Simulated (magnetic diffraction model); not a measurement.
# Which magnetic order? MnPb2C6N6

Space group P-3 (no. 147), a = 7.2070 Å, c = 5.8450 Å.

| site | atom | x | y | z |
| --- | --- | --- | --- | --- |
| 2d | Pb | 1/3 | 2/3 | 0.5746 |
| 1a | Mn | 0 | 0 | 0 |
| 6g | N | 0.6127 | 0.6810 | 0.2961 |
| 6g | C | 0.1887 | 0.9537 | 0.1801 |

This is a made-up structure (elements placed in a structure type, unrelaxed), so the numbers test the method and describe no known phase.

Only Mn is taken to order (form factors of Mn2+); orders and moment sizes are assumed, and not adapted to the symmetry. Radiation: neutrons of λ = 1.909 Å, 3° to 50°; isotropic B of 0.42 Å² (Pb), 0.48 Å² (Mn), 0.92 Å² (N) and 0.84 Å² (C). Simulated constant-wavelength pattern: nuclear and magnetic terms add, the magnetic one as |2.695 fm × Σ f S⊥ exp(2πi Q·r) exp(−B s²)|², summed over all Q at one angle with the factor 1/(sin²θ cos θ). For collinear order S is the moment m, which repeats by lattice and centring translations R with the sign exp(−2πi k·R). Free-ion form factors, Sears's scattering lengths of 1992, no absorption; a label names one of the reflections at its angle. The strongest nuclear line in the range is 100, and lines under 0.2 are left out.

Above the ordering temperature:

```csv
2θ (°),index,I
18.80,(0 0 1),6.9
25.86,(1 0 1),14.5
30.72,(1 1 0),4.0
35.62,(2 0 0),7.2
36.26,(1 1 1),100.0
38.13,(0 0 2),18.8
40.57,(2 0 1),34.1
42.28,(1 0 2),8.3
47.73,(2 1 0),25.9
49.73,(1 1 2),16.9
```

Below it (cell unchanged):

| 2θ (°) | I |
| --- | --- |
| 18.80 | 6.9 |
| 19.97 | 7.8 |
| 25.86 | 14.5 |
| 30.72 | 4.0 |
| 32.18 | 2.8 |
| 33.57 | 0.8 |
| 35.62 | 7.2 |
| 36.26 | 100.0 |
| 36.91 | 1.9 |
| 38.13 | 18.8 |
| 40.57 | 34.1 |
| 42.28 | 8.3 |
| 42.30 | 0.7 |
| 46.14 | 0.6 |
| 47.73 | 25.9 |
| 48.76 | 1.6 |
| 49.73 | 16.9 |

**Question.** Find the propagation vector, then choose among these models:
A. collinear moments along [120], 4.17 μB on Mn
B. collinear moments along [001], 4.17 μB on Mn
C. collinear moments along [101], 4.17 μB on Mn

The new lines index as (1 0 1/2) at 19.97°, (1 1 1/2) at 32.18°, (1 0 3/2) at 33.57° and (2 0 1/2) at 36.91°, that is as H ± k with k = (0 0 1/2). Half indices mean that the moments reverse under translations with k·R a half-integer, and the magnetic cell has twice the primitive volume.

Magnetic intensity, observed (below minus above) and for each model:

| 2θ (°) | index | observed | A | B | C |
| --- | --- | --- | --- | --- | --- |
| 9.37 | (0 0 1/2) | <0.2 | 8.6 | <0.2 | 5.2 |
| 19.97 | (1 0 1/2) | 7.8 | 6.1 | 7.8 | 6.8 |
| 28.36 | (0 0 3/2) | <0.2 | 0.7 | <0.2 | 0.4 |
| 32.18 | (1 1 1/2) | 2.8 | 1.6 | 2.8 | 2.1 |
| 33.57 | (1 0 3/2) | 0.8 | 2.3 | 0.8 | 1.7 |
| 36.91 | (2 0 1/2) | 1.9 | 1.1 | 1.9 | 1.4 |
| 42.30 | (1 1 3/2) | 0.7 | 1.0 | 0.7 | 0.9 |
| 48.76 | (2 1 1/2) | 1.6 | 0.9 | 1.6 | 1.2 |

Model B matches.

The absence at (0 0 1/2) is telling: Q lies along the moments there, so the part normal to Q vanishes.

The structure used: k = (0 0 1/2), collinear moments along [001], 4.17 μB on Mn.

[Logs are printed without paths, hosts, clocks, repeated set-up lines and the standing remarks that a program may print on its own settings, such as how far it seeks lower states.]
